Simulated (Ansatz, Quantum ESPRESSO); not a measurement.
# Evanescent states of NaF, rock salt type, lattice constant set to 4.746 Å, part 2 of 3

Aim: how fast states decay in the gap of NaF, rock salt type, lattice constant set to 4.746 Å.

Quantum ESPRESSO 7.5; plane-wave DFT, PBEsol, GBRV ultrasoft pseudopotentials; cross-check by Ansatz 0.2.0 with PAW datasets.

So far. Step 2 (Self-consistent run): The run needed 9 iterations to bring the estimated error under 1e-09 Ry.

The structure was built from a prototype and need not be the compound's stable phase.

**3. Complex bands with pwcond.x**

Level of this step: complex band structure by pwcond; plane-wave DFT, PBEsol, GBRV ultrasoft pseudopotentials (Quantum ESPRESSO).

ikind = 0 solves one period of the crystal for all kz, real and complex, at each energy and k across. ewind and epsproj trim the two-dimensional plane-wave basis; nz1 sets the subslabs.

Contents of cbs.in:

```
&inputcond
  outdir = './out'
  prefixl = 'scf'
  band_file = 'cbs'
  ikind = 0
  ewind = 4.0
  epsproj = 1e-05
  nz1 = 7
  energy0 = 8.96
  denergy = -0.28
/
4
  0.00000000 0.00000000 1.00000000
  0.50000000 0.00000000 1.00000000
  0.50000000 0.50000000 1.00000000
  0.25000000 0.00000000 1.00000000
40
```

Command:

```console
OMP_NUM_THREADS=1 mpirun -n 2 pwcond.x -in cbs.in > cbs.out
```

Log:

```text
[banner, memory and clock lines left out]
Program PWCOND v.7.5 starts

          URL

     ./out/scf.save/

     IMPORTANT: XC functional enforced from input :
     Exchange-correlation= PBESOL
                           (   1   4  10   8   0   0   0)
     Any further DFT definition will be discarded
     Please, verify this is what you really want

     Reading collected, re-writing distributed wavefunctions

===== INPUT FILE containing the left lead =====

     GEOMETRY:

     lattice parameter (alat)  =       6.3418  a.u.
     the volume                =     360.7030 (a.u.)^3
     the cross section         =      40.2183 (a.u.)^2
     l of the unit cell        =       1.4142 (alat)
     number of atoms/cell      =            4
     number of atomic types    =            2

     crystal axes: (cart. coord. in units of alat)
               a(1) = (  1.0000  0.0000  0.0000 )
               a(2) = (  0.0000  1.0000  0.0000 )
               a(3) = (  0.0000  0.0000  1.4142 )

   Cartesian axes

     site n.     atom                  positions (alat units)
          1        Na     tau(  1)=(  0.0000  0.0000  1.4142  )
          2        F      tau(  2)=(  0.5000  0.5000  1.4142  )
          3        Na     tau(  3)=(  0.5000  0.5000  0.7071  )
          4        F      tau(  4)=(  0.0000  0.0000  0.7071  )

     nr1s                      =           25
     nr2s                      =           25
     nr3s                      =           40
     nr1sx                     =           25
     nr2sx                     =           25
     nr3sx                     =           40
     nr1                       =           30
     nr2                       =           30
     nr3                       =           45
     nr1x                      =           30
     nr2x                      =           30
     nr3x                      =           45

 _______________________________
  Radii of nonlocal spheres:

     type       ibeta     ang. mom.          radius (alat units)
       Na         1         0                    0.3182
       Na         2         0                    0.3182
       Na         3         1                    0.3182
       Na         4         1                    0.3182
       Na         5         2                    0.3182
       F          1         0                    0.2226
       F          2         0                    0.2226
       F          3         1                    0.2226
       F          4         1                    0.2226
----- General information -----

----- Complex band structure calculation -----

     nrx                       =           25
     nry                       =           25
     nz1                       =            7

     energy0               =         9.0E+00
     denergy               =        -2.8E-01
     nenergy               =         40
     ecut2d                =         4.0E+01
     ewind                 =         4.0E+00
     epsproj               =         1.0E-05

     number of k_|| points=    4
                       cryst. coord.
        k(    1) = (   0.0000000   0.0000000), wk =   0.2500000
        k(    2) = (   0.5000000   0.0000000), wk =   0.2500000
        k(    3) = (   0.5000000   0.5000000), wk =   0.2500000
        k(    4) = (   0.2500000   0.0000000), wk =   0.2500000
----- Information about left lead -----

     nocros                   =           21
     noins                    =           21
     norb                     =           63
     norbf                    =           63
     nrz                      =           40

      iorb      type   ibeta   ang. mom.   m       position (alat)
        1        1       1        0        1   taunew(   1)=(  0.0000  0.0000  0.0000)
        2        1       2        0        1   taunew(   2)=(  0.0000  0.0000  0.0000)
        3        1       3        1        1   taunew(   3)=(  0.0000  0.0000  0.0000)
        4        1       3        1        2   taunew(   4)=(  0.0000  0.0000  0.0000)
        5        1       3        1        3   taunew(   5)=(  0.0000  0.0000  0.0000)
        6        1       4        1        1   taunew(   6)=(  0.0000  0.0000  0.0000)
        7        1       4        1        2   taunew(   7)=(  0.0000  0.0000  0.0000)
        8        1       4        1        3   taunew(   8)=(  0.0000  0.0000  0.0000)
        9        1       5        2        1   taunew(   9)=(  0.0000  0.0000  0.0000)
       10        1       5        2        2   taunew(  10)=(  0.0000  0.0000  0.0000)
       11        1       5        2        3   taunew(  11)=(  0.0000  0.0000  0.0000)
       12        1       5        2        4   taunew(  12)=(  0.0000  0.0000  0.0000)
       13        1       5        2        5   taunew(  13)=(  0.0000  0.0000  0.0000)
       14        2       1        0        1   taunew(  14)=(  0.5000  0.5000  0.0000)
       15        2       2        0        1   taunew(  15)=(  0.5000  0.5000  0.0000)
       16        2       3        1        1   taunew(  16)=(  0.5000  0.5000  0.0000)
       17        2       3        1        2   taunew(  17)=(  0.5000  0.5000  0.0000)
       18        2       3        1        3   taunew(  18)=(  0.5000  0.5000  0.0000)
       19        2       4        1        1   taunew(  19)=(  0.5000  0.5000  0.0000)
       20        2       4        1        2   taunew(  20)=(  0.5000  0.5000  0.0000)
       21        2       4        1        3   taunew(  21)=(  0.5000  0.5000  0.0000)
       22        1       1        0        1   taunew(  22)=(  0.5000  0.5000  0.7071)
       23        1       2        0        1   taunew(  23)=(  0.5000  0.5000  0.7071)
       24        1       3        1        1   taunew(  24)=(  0.5000  0.5000  0.7071)
       25        1       3        1        2   taunew(  25)=(  0.5000  0.5000  0.7071)
       26        1       3        1        3   taunew(  26)=(  0.5000  0.5000  0.7071)
       27        1       4        1        1   taunew(  27)=(  0.5000  0.5000  0.7071)
       28        1       4        1        2   taunew(  28)=(  0.5000  0.5000  0.7071)
       29        1       4        1        3   taunew(  29)=(  0.5000  0.5000  0.7071)
       30        1       5        2        1   taunew(  30)=(  0.5000  0.5000  0.7071)
       31        1       5        2        2   taunew(  31)=(  0.5000  0.5000  0.7071)
       32        1       5        2        3   taunew(  32)=(  0.5000  0.5000  0.7071)
       33        1       5        2        4   taunew(  33)=(  0.5000  0.5000  0.7071)
       34        1       5        2        5   taunew(  34)=(  0.5000  0.5000  0.7071)
       35        2       1        0        1   taunew(  35)=(  0.0000  0.0000  0.7071)
       36        2       2        0        1   taunew(  36)=(  0.0000  0.0000  0.7071)
       37        2       3        1        1   taunew(  37)=(  0.0000  0.0000  0.7071)
       38        2       3        1        2   taunew(  38)=(  0.0000  0.0000  0.7071)
       39        2       3        1        3   taunew(  39)=(  0.0000  0.0000  0.7071)
       40        2       4        1        1   taunew(  40)=(  0.0000  0.0000  0.7071)
       41        2       4        1        2   taunew(  41)=(  0.0000  0.0000  0.7071)
       42        2       4        1        3   taunew(  42)=(  0.0000  0.0000  0.7071)
       43        1       1        0        1   taunew(  43)=(  0.0000  0.0000  1.4142)
       44        1       2        0        1   taunew(  44)=(  0.0000  0.0000  1.4142)
       45        1       3        1        1   taunew(  45)=(  0.0000  0.0000  1.4142)
       46        1       3        1        2   taunew(  46)=(  0.0000  0.0000  1.4142)
       47        1       3        1        3   taunew(  47)=(  0.0000  0.0000  1.4142)
       48        1       4        1        1   taunew(  48)=(  0.0000  0.0000  1.4142)
       49        1       4        1        2   taunew(  49)=(  0.0000  0.0000  1.4142)
       50        1       4        1        3   taunew(  50)=(  0.0000  0.0000  1.4142)
       51        1       5        2        1   taunew(  51)=(  0.0000  0.0000  1.4142)
       52        1       5        2        2   taunew(  52)=(  0.0000  0.0000  1.4142)
       53        1       5        2        3   taunew(  53)=(  0.0000  0.0000  1.4142)
       54        1       5        2        4   taunew(  54)=(  0.0000  0.0000  1.4142)
       55        1       5        2        5   taunew(  55)=(  0.0000  0.0000  1.4142)
       56        2       1        0        1   taunew(  56)=(  0.5000  0.5000  1.4142)
       57        2       2        0        1   taunew(  57)=(  0.5000  0.5000  1.4142)
       58        2       3        1        1   taunew(  58)=(  0.5000  0.5000  1.4142)
       59        2       3        1        2   taunew(  59)=(  0.5000  0.5000  1.4142)
       60        2       3        1        3   taunew(  60)=(  0.5000  0.5000  1.4142)
       61        2       4        1        1   taunew(  61)=(  0.5000  0.5000  1.4142)
       62        2       4        1        2   taunew(  62)=(  0.5000  0.5000  1.4142)
       63        2       4        1        3   taunew(  63)=(  0.5000  0.5000  1.4142)
    k slab    z(k)  z(k+1)     crossing(iorb=1,norb)
    1   0.0000 0.0354 0.0354   111111111111111111111000000000000000000000000000000000000000000
    2   0.0354 0.0707 0.0354   111111111111111111111000000000000000000000000000000000000000000
    3   0.0707 0.1061 0.0354   111111111111111111111000000000000000000000000000000000000000000
    4   0.1061 0.1414 0.0354   111111111111111111111000000000000000000000000000000000000000000
    5   0.1414 0.1768 0.0354   111111111111111111111000000000000000000000000000000000000000000
    6   0.1768 0.2121 0.0354   111111111111111111111000000000000000000000000000000000000000000
    7   0.2121 0.2475 0.0354   111111111111111111111000000000000000000000000000000000000000000
    8   0.2475 0.2828 0.0354   111111111111100000000000000000000000000000000000000000000000000
    9   0.2828 0.3182 0.0354   111111111111100000000000000000000000000000000000000000000000000
   10   0.3182 0.3536 0.0354   111111111111100000000000000000000000000000000000000000000000000
   11   0.3536 0.3889 0.0354   000000000000000000000111111111111100000000000000000000000000000
   12   0.3889 0.4243 0.0354   000000000000000000000111111111111100000000000000000000000000000
   13   0.4243 0.4596 0.0354   000000000000000000000111111111111100000000000000000000000000000
   14   0.4596 0.4950 0.0354   000000000000000000000111111111111111111111000000000000000000000
   15   0.4950 0.5303 0.0354   000000000000000000000111111111111111111111000000000000000000000
   16   0.5303 0.5657 0.0354   000000000000000000000111111111111111111111000000000000000000000
   17   0.5657 0.6010 0.0354   000000000000000000000111111111111111111111000000000000000000000
   18   0.6010 0.6364 0.0354   000000000000000000000111111111111111111111000000000000000000000
   19   0.6364 0.6718 0.0354   000000000000000000000111111111111111111111000000000000000000000
   20   0.6718 0.7071 0.0354   000000000000000000000111111111111111111111000000000000000000000
   21   0.7071 0.7425 0.0354   000000000000000000000111111111111111111111000000000000000000000
   22   0.7425 0.7778 0.0354   000000000000000000000111111111111111111111000000000000000000000
   23   0.7778 0.8132 0.0354   000000000000000000000111111111111111111111000000000000000000000
   24   0.8132 0.8485 0.0354   000000000000000000000111111111111111111111000000000000000000000
   25   0.8485 0.8839 0.0354   000000000000000000000111111111111111111111000000000000000000000
   26   0.8839 0.9192 0.0354   000000000000000000000111111111111111111111000000000000000000000
   27   0.9192 0.9546 0.0354   000000000000000000000111111111111111111111000000000000000000000
   28   0.9546 0.9899 0.0354   000000000000000000000111111111111100000000000000000000000000000
   29   0.9899 1.0253 0.0354   000000000000000000000111111111111100000000000000000000000000000
   30   1.0253 1.0607 0.0354   000000000000000000000111111111111100000000000000000000000000000
   31   1.0607 1.0960 0.0354   000000000000000000000000000000000000000000111111111111100000000
   32   1.0960 1.1314 0.0354   000000000000000000000000000000000000000000111111111111100000000
   33   1.1314 1.1667 0.0354   000000000000000000000000000000000000000000111111111111100000000
   34   1.1667 1.2021 0.0354   000000000000000000000000000000000000000000111111111111111111111
   35   1.2021 1.2374 0.0354   000000000000000000000000000000000000000000111111111111111111111
   36   1.2374 1.2728 0.0354   000000000000000000000000000000000000000000111111111111111111111
   37   1.2728 1.3081 0.0354   000000000000000000000000000000000000000000111111111111111111111
   38   1.3081 1.3435 0.0354   000000000000000000000000000000000000000000111111111111111111111
   39   1.3435 1.3789 0.0354   000000000000000000000000000000000000000000111111111111111111111
   40   1.3789 1.4142 0.0354   000000000000000000000000000000000000000000111111111111111111111
 ngper, shell number =          129          21
 ngper, n2d =          129          81
---  E-Ef =    8.9600000  k =    0.0000000   0.0000000
---  ie =          1  ik =          1
 Nchannels of the left tip =            1
 Right moving states:
   k1(2pi/a)   k2(2pi/a)   E-Ef (eV)
  -0.3977495   0.0000000   8.9600000
 Left moving states:
   k1(2pi/a)   k2(2pi/a)   E-Ef (eV)
   0.3977494   0.0000000   8.9600000

---  E-Ef =    8.6800000  k =    0.0000000   0.0000000
---  ie =          2  ik =          1
 Nchannels of the left tip =            1
 Right moving states:
   k1(2pi/a)   k2(2pi/a)   E-Ef (eV)
  -0.4316514   0.0000000   8.6800000
 Left moving states:
   k1(2pi/a)   k2(2pi/a)   E-Ef (eV)
   0.4316514   0.0000000   8.6800000
[... further energies and points left out ...]
---  E-Ef =   -1.6800000  k =    0.2500000   0.0000000
---  ie =         39  ik =          4
 Nchannels of the left tip =            0
 Right moving states:
   k1(2pi/a)   k2(2pi/a)   E-Ef (eV)
 Left moving states:
   k1(2pi/a)   k2(2pi/a)   E-Ef (eV)

---  E-Ef =   -1.9600000  k =    0.2500000   0.0000000
---  ie =         40  ik =          4
 Nchannels of the left tip =            0
 Right moving states:
   k1(2pi/a)   k2(2pi/a)   E-Ef (eV)
 Left moving states:
   k1(2pi/a)   k2(2pi/a)   E-Ef (eV)

Note: The following floating-point exceptions are signalling: IEEE_UNDERFLOW_FLAG
Note: The following floating-point exceptions are signalling: IEEE_UNDERFLOW_FLAG
```

Elapsed: 2 min, on 2 MPI ranks of Arm Neoverse N1, shared host; peak memory 0.11 GiB; 3.9 min of CPU time.

Numbers from this step:

```
peak of the smallest κ at the zone centre : 0.51 Å⁻¹
energy of the peak at the zone centre     : 2.52 eV
peak of the smallest κ at (1/4, 0)        : 0.827 Å⁻¹
```

K across = (0, 0) in the cell's reciprocal vectors; values within 0.0025 1/Å of each other count once, columns are sorted by size at each energy, a dash where no further value was kept. The Im kz of the slowest decaying states by energy, zero at the highest filled level of the SCF mesh:

| energy (eV) | decay 1 (Å⁻¹) | decay 2 (Å⁻¹) | decay 3 (Å⁻¹) |
| --- | --- | --- | --- |
| -1.96 | 0.726 | 1.62 | 1.97 |
| -1.40 | 0.551 | 1.25 | 1.79 |
| -0.84 | 0.78 | 0.881 | 1.86 |
| -0.28 | 0.879 | 1.86 | 1.88 |
| 0.00 | 0.026 | 0.029 | 0.91 |
| 0.56 | 0.353 | 0.791 | 0.953 |
| 1.12 | 0.446 | 0.979 | 0.983 |
| 1.68 | 0.491 | 1.00 | 1.08 |
| 2.24 | 0.509 | 1.02 | 1.15 |
| 2.80 | 0.508 | 1.03 | 1.20 |
| 3.36 | 0.49 | 1.04 | 1.23 |
| 3.64 | 0.475 | 1.04 | 1.24 |
| 4.20 | 0.431 | 1.04 | 1.26 |
| 4.76 | 0.364 | 1.04 | 1.27 |
| 5.32 | 0.259 | 1.04 | 1.28 |
| 5.88 | 1.03 | 1.29 | 1.35 |
| 6.44 | 1.03 | 1.29 | 1.3 |
| 7.00 | 1.02 | 1.24 | 1.29 |
| 7.28 | 1.01 | 1.21 | 1.28 |
| 7.84 | 1.00 | 1.15 | 1.28 |
| 8.40 | 0.995 | 1.08 | 1.27 |
| 8.96 | 0.983 | 1.01 | 1.26 |

K across = (0, 0) in the cell's reciprocal vectors. Table of Re kz of states that move upwards by energy, zero at the highest filled level of the SCF mesh:

| energy (eV) | channel 1 (Å⁻¹) | channel 2 = channel 3 (Å⁻¹) |
| --- | --- | --- |
| -1.96 | - | - |
| -1.68 | - | - |
| -1.12 | 0.346 | - |
| -0.84 | 0.660 | - |
| -0.56 | -0.477 | - |
| 0.00 | -0.0128 | - |
| 0.28 | - | - |
| 0.56 | - | - |
| 1.12 | - | - |
| 1.40 | - | - |
| 1.68 | - | - |
| 2.24 | - | - |
| 2.52 | - | - |
| 2.80 | - | - |
| 3.36 | - | - |
| 3.64 | - | - |
| 4.20 | - | - |
| 4.48 | - | - |
| 4.76 | - | - |
| 5.32 | - | - |
| 5.60 | - | - |
| 5.88 | 0.105 | - |
| 6.44 | 0.317 | - |
| 6.72 | 0.387 | - |
| 7.00 | 0.449 | - |
| 7.56 | 0.559 | - |
| 7.84 | 0.610 | - |
| 8.12 | 0.659 | - |
| 8.68 | -0.571 | - |
| 8.96 | -0.527 | - |

K across = (1/2, 0) in the cell's reciprocal vectors; values within 0.0025 1/Å of each other count once, columns are sorted by size at each energy, a dash where no further value was kept. Im kz of the slowest decaying states against energy, zero at the highest filled level of the SCF mesh:

| energy (eV) | decay 1 (Å⁻¹) | decay 2 (Å⁻¹) | decay 3 (Å⁻¹) |
| --- | --- | --- | --- |
| -1.96 | 0.501 | 1.61 | 1.93 |
| -1.68 | 0.347 | 1.57 | 1.93 |
| -1.40 | 1.52 | 1.92 | 1.93 |
| -1.12 | 1.45 | 1.87 | 1.94 |
| -0.84 | 0.208 | 1.37 | 1.82 |
| -0.56 | 0.109 | 1.23 | 1.77 |
| -0.28 | 0.841 | 0.844 | 1.72 |
| 0.00 | 0.424 | 1.14 | 1.66 |
| 0.28 | 0.614 | 1.30 | 1.60 |
| 0.56 | 0.749 | 1.39 | - |
| 1.12 | 0.956 | 1.42 | 1.49 |
| 1.40 | 1.04 | 1.36 | 1.53 |
| 1.68 | 1.11 | 1.30 | 1.55 |
| 1.96 | 1.16 | 1.26 | 1.58 |
| 2.24 | 1.20 | 1.22 | - |
| 2.52 | 1.19 | 1.23 | 1.62 |
| 2.80 | 1.17 | 1.25 | 1.63 |
| 3.08 | 1.15 | 1.27 | 1.65 |
| 3.36 | 1.14 | 1.28 | 1.66 |
| 3.64 | 1.12 | 1.28 | 1.67 |
| 3.92 | 1.11 | 1.28 | 1.68 |
| 4.20 | 1.10 | 1.28 | 1.69 |
| 4.48 | 1.08 | 1.28 | 1.7 |
| 4.76 | 1.07 | 1.28 | 1.71 |
| 5.04 | 1.06 | 1.27 | 1.72 |
| 5.32 | 1.05 | 1.27 | 1.73 |
| 5.60 | 1.03 | 1.26 | 1.74 |
| 5.88 | 1.02 | 1.26 | 1.75 |
| 6.44 | 0.985 | 1.25 | 1.77 |
| 6.72 | 0.964 | 1.25 | 1.77 |
| 7.00 | 0.94 | 1.25 | 1.74 |
| 7.28 | 0.913 | 1.25 | 1.72 |
| 7.56 | 0.882 | 1.26 | 1.69 |
| 7.84 | 0.844 | 1.27 | - |
| 8.12 | 0.8 | 1.29 | 1.61 |
| 8.40 | 0.746 | 1.33 | 1.55 |
| 8.68 | 0.681 | 1.43 | 1.94 |
| 8.96 | 0.599 | 1.43 | 1.93 |

K across = (1/2, 1/2) in the cell's reciprocal vectors; values within 0.0025 1/Å of each other count once, columns are sorted by size at each energy, a dash where no further value was kept. The Im kz of the slowest decaying states by energy, zero at the highest filled level of the SCF mesh:

| energy (eV) | decay 1 (Å⁻¹) | decay 2 (Å⁻¹) | decay 3 (Å⁻¹) |
| --- | --- | --- | --- |
| -1.96 | 0.806 | 0.815 | 2.35 |
| -1.68 | 0.656 | 0.767 | 2.35 |
| -1.40 | 0.439 | 0.707 | 2.34 |
| -1.12 | 0.628 | 2.33 | 2.42 |
| -0.84 | 0.507 | 2.33 | 2.41 |
| -0.56 | 0.207 | 2.32 | 2.39 |
| -0.28 | 0.267 | 0.313 | 2.31 |
| 0.00 | 0.49 | 0.52 | 2.30 |
| 0.28 | 0.612 | 0.616 | 2.29 |
| 0.56 | 0.677 | 0.697 | 2.29 |
| 1.12 | 0.755 | 0.81 | 2.27 |
| 1.40 | 0.782 | 0.85 | 2.26 |
| 1.68 | 0.803 | 0.884 | 2.25 |
| 1.96 | 0.821 | 0.911 | 2.24 |
| 2.24 | 0.835 | 0.935 | 2.23 |
| 2.52 | 0.847 | 0.954 | 2.22 |
| 2.80 | 0.856 | 0.971 | 2.20 |
| 3.08 | 0.863 | 0.985 | 2.19 |
| 3.36 | 0.869 | 0.997 | 2.18 |
| 3.64 | 0.873 | 1.01 | 2.16 |
| 3.92 | 0.876 | 1.02 | 2.15 |
| 4.20 | 0.877 | 1.02 | 2.13 |
| 4.48 | 0.877 | 1.03 | 2.11 |
| 4.76 | 0.876 | 1.03 | 2.10 |
| 5.04 | 0.874 | 1.04 | 2.08 |
| 5.32 | 0.871 | 1.04 | 2.07 |
| 5.60 | 0.867 | 1.04 | 2.05 |
| 5.88 | 0.862 | 1.04 | 2.03 |
| 6.44 | 0.848 | 1.04 | 2.00 |
| 6.72 | 0.84 | 1.04 | 1.99 |
| 7.00 | 0.831 | 1.04 | 1.97 |
| 7.28 | 0.821 | 1.04 | 1.95 |
| 7.56 | 0.809 | 1.04 | 1.94 |
| 7.84 | 0.797 | 1.03 | 1.92 |
| 8.12 | 0.783 | 1.03 | 1.90 |
| 8.40 | 0.768 | 1.03 | 1.88 |
| 8.68 | 0.751 | 1.02 | 1.86 |
| 8.96 | 0.734 | 1.02 | 1.83 |

K across = (1/4, 0) in the cell's reciprocal vectors; values within 0.0025 1/Å of each other count once, columns are sorted by size at each energy, a dash where no further value was kept. The Im kz of the slowest decaying states by energy, zero at the highest filled level of the SCF mesh:

| energy (eV) | decay 1 (Å⁻¹) | decay 2 (Å⁻¹) | decay 3 (Å⁻¹) |
| --- | --- | --- | --- |
| -1.96 | 0.618 | 1.61 | 1.76 |
| -1.40 | 0.364 | 1.51 | 1.52 |
| -0.84 | 0.103 | 1.07 | 1.32 |
| -0.28 | 0.226 | 1.18 | 1.76 |
| 0.00 | 0.319 | 0.399 | 1.14 |
| 0.56 | 0.646 | 0.925 | 1.09 |
| 1.12 | 0.783 | 1.07 | 1.10 |
| 1.68 | 0.8 | 0.922 | 1.07 |
| 2.24 | 0.758 | 1.06 | 1.07 |
| 2.80 | 0.738 | 1.07 | 1.14 |
| 3.36 | 0.715 | 1.07 | 1.20 |
| 3.64 | 0.7 | 1.07 | 1.22 |
| 4.20 | 0.664 | 1.06 | 1.26 |
| 4.76 | 0.617 | 1.06 | 1.29 |
| 5.32 | 0.555 | 1.05 | 1.32 |
| 5.88 | 0.472 | 1.04 | 1.37 |
| 6.44 | 0.354 | 1.03 | 1.39 |
| 7.00 | 0.132 | 1.02 | 1.38 |
| 7.28 | 1.01 | 1.37 | 1.41 |
| 7.84 | 0.996 | 1.35 | 1.36 |
| 8.40 | 0.976 | 1.27 | 1.35 |
| 8.96 | 0.951 | 1.19 | 1.35 |

[end of part 2 of 3]

[Logs are printed without paths, hosts, clocks, repeated set-up lines and the standing remarks that a program may print on its own settings, such as how far it seeks lower states.]

[Hosts, paths, dates, database ids (printed as entryN), source tags and the programs' standing remarks are cut or masked in the printed files.]

[Maps of the electrostatic potential energy from Ansatz leave out the sawtooth potential of an applied field or a dipole correction, so their vacuum need not be flat; planar profiles and work functions include it.]
